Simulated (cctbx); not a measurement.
# X-rays or neutrons for the lightest atoms?

Cell a = 9.2350 Å, b = 9.2350 Å, c = 9.2350 Å, α = 90.00°, β = 90.00°, γ = 90.00°; space group Fm-3m (no. 225); content Re4 Rb12 H24. The heavier atoms are placed; H is still missing.

The data are simulated with cctbx, not measured: Mo Kα, λ = 0.71073 Å, to d = 0.84 Å, 70 % of the full sphere, strongest reflection 40000 counts, noise from counting, a 4 % proportional error and a noise floor of 4 counts (s.d.); no absorption.

Refinement without H (map in e/Å³):

```text
Rint 0.033, 56 unique reflections to 0.84 A
cycle     R1     wR2    GooF  max shift (A)
   1  0.0738  0.1801  15.293   0.00000
   2  0.0092  0.0266   2.258   0.00000
final R1 0.0092 wR2 0.0266 GooF 2.258  parameters 3  data/parameter 18.7
atom        x        y        z      Ueq    occ   su(xyz)  su(Uiso or U11)
Re1    0.00000  0.00000  0.00000   0.0106  1.000  0.00000  0.0002
Rb1    0.50000  0.00000  0.00000   0.0157  1.000  0.00000  0.0003
Rb2    0.25000  0.75000  0.75000   0.0089  1.000  0.00000  0.0003
difference map: max 0.70 min -0.27 rms 0.08
Q1    0.0000  0.0000  0.1926   24    0.70  1.78 A from Re1
Q2    0.1800  0.1800  0.3200   32    0.19  1.12 A from Rb2
Q3    0.0752  0.0752  0.0752   32    0.11  1.20 A from Re1
Q4    0.1861  0.1861  0.1861   32    0.10  1.02 A from Rb2
Q5    0.0740  0.0740  0.4260   32    0.08  1.18 A from Rb1
Q6    0.0439  0.1061  0.3287  192    0.03  1.90 A from Rb1
Q7    0.0770  0.1718  0.1718   96    0.03  1.90 A from Rb2
Q8    0.0962  0.0962  0.1964   96    0.02  2.07 A from Rb2
```

Simulated single-crystal data (cctbx): neutrons of λ = 0.84 Å, to d = 0.8 Å, 70 % of the full sphere, strongest reflection 5000 counts, noise from counting, a 4 % proportional error and a noise floor of 4 counts (s.d.); no absorption.

Refinement without H (map in fm/Å³; only maxima are listed):

```text
Rint 0.037, 64 unique reflections to 0.80 A
cycle     R1     wR2    GooF  max shift (A)
   1  0.4097  0.6781  35.666   0.00000
   8  0.4456  0.6582  34.624   0.00000
final R1 0.4018 wR2 0.6177 GooF 32.492  parameters 3  data/parameter 21.3
atom        x        y        z      Ueq    occ   su(xyz)  su(Uiso or U11)
Re1    0.00000  0.00000  0.00000   0.0063  1.000  0.00000  0.0084
Rb1    0.50000  0.00000  0.00000   0.0007  1.000  0.00000  0.0092
Rb2    0.25000  0.75000  0.75000   0.0036  1.000  0.00000  0.0065
difference map: max 30.90 min -7.94 rms 1.23
Q1    0.0000  0.0000  0.0000    4   30.90  0.00 A from Re1
Q2    0.0000  0.2015  0.2015   48    5.98  2.39 A from Rb2
Q3    0.0000  0.0000  0.4114   24    2.88  0.82 A from Rb1
Q4    0.2079  0.2079  0.2079   32    2.32  0.67 A from Rb2
Q5    0.1679  0.1679  0.3321   32    0.99  1.31 A from Rb2
Q6    0.0616  0.0616  0.1825   96    0.99  1.87 A from Re1
Q7    0.0717  0.0717  0.0717   32    0.94  1.15 A from Re1
Q8    0.0000  0.0000  0.1249   24    0.93  1.15 A from Re1
```

**Question.** Where is H, and which data fix it better?

H sits at (0.7979, 0, 0). Adding it takes R1 from 0.009 to 0.006 with X-rays and from 0.402 to 0.007 with neutrons. Its largest coordinate s.u. is 0.00373 with X-rays and 0.00007 with neutrons, so neutrons fix it better in these data. In the X-ray map Q1 marks it. No listed neutron peak is on it. Natural H has a negative scattering length, so it shows as a hole in the neutron map (minimum -7.9), not among the maxima.

Final neutron refinement:

```text
Rint 0.037, 64 unique reflections to 0.80 A
cycle     R1     wR2    GooF  max shift (A)
   1  0.2524  0.5460  29.203   0.00443
   2  0.0069  0.0150   0.800   0.00000
final R1 0.0070 wR2 0.0149 GooF 0.800  parameters 5  data/parameter 12.8
atom        x        y        z      Ueq    occ   su(xyz)  su(Uiso or U11)
Re1    0.00000  0.00000  0.00000   0.0106  1.000  0.00000  0.0001
Rb1    0.50000  0.00000  0.00000   0.0154  1.000  0.00000  0.0002
Rb2    0.25000  0.75000  0.75000   0.0087  1.000  0.00000  0.0001
H1     0.79778  0.00000  0.00000   0.0382  1.000  0.00007  0.0002
difference map: max 0.15 min -0.12 rms 0.03
Q1    0.0000  0.0000  0.5000    4    0.15  0.00 A from Rb1
Q2    0.0000  0.0000  0.0834   24    0.10  0.77 A from Re1
Q3    0.0000  0.0000  0.2715   24    0.10  0.64 A from H1
Q4    0.1731  0.1731  0.3269   32    0.10  1.23 A from Rb2
Q5    0.2122  0.2122  0.2122   32    0.10  0.60 A from Rb2
Q6    0.0379  0.0379  0.3780   96    0.08  1.23 A from Rb1
```

This is a model crystal, built by substitution and not relaxed, with assumed displacement parameters.

[Middle refinement cycles are left out of these outputs.]

[Logs are printed without paths, hosts, clocks, repeated set-up lines and the standing remarks that a program may print on its own settings, such as how far it seeks lower states.]
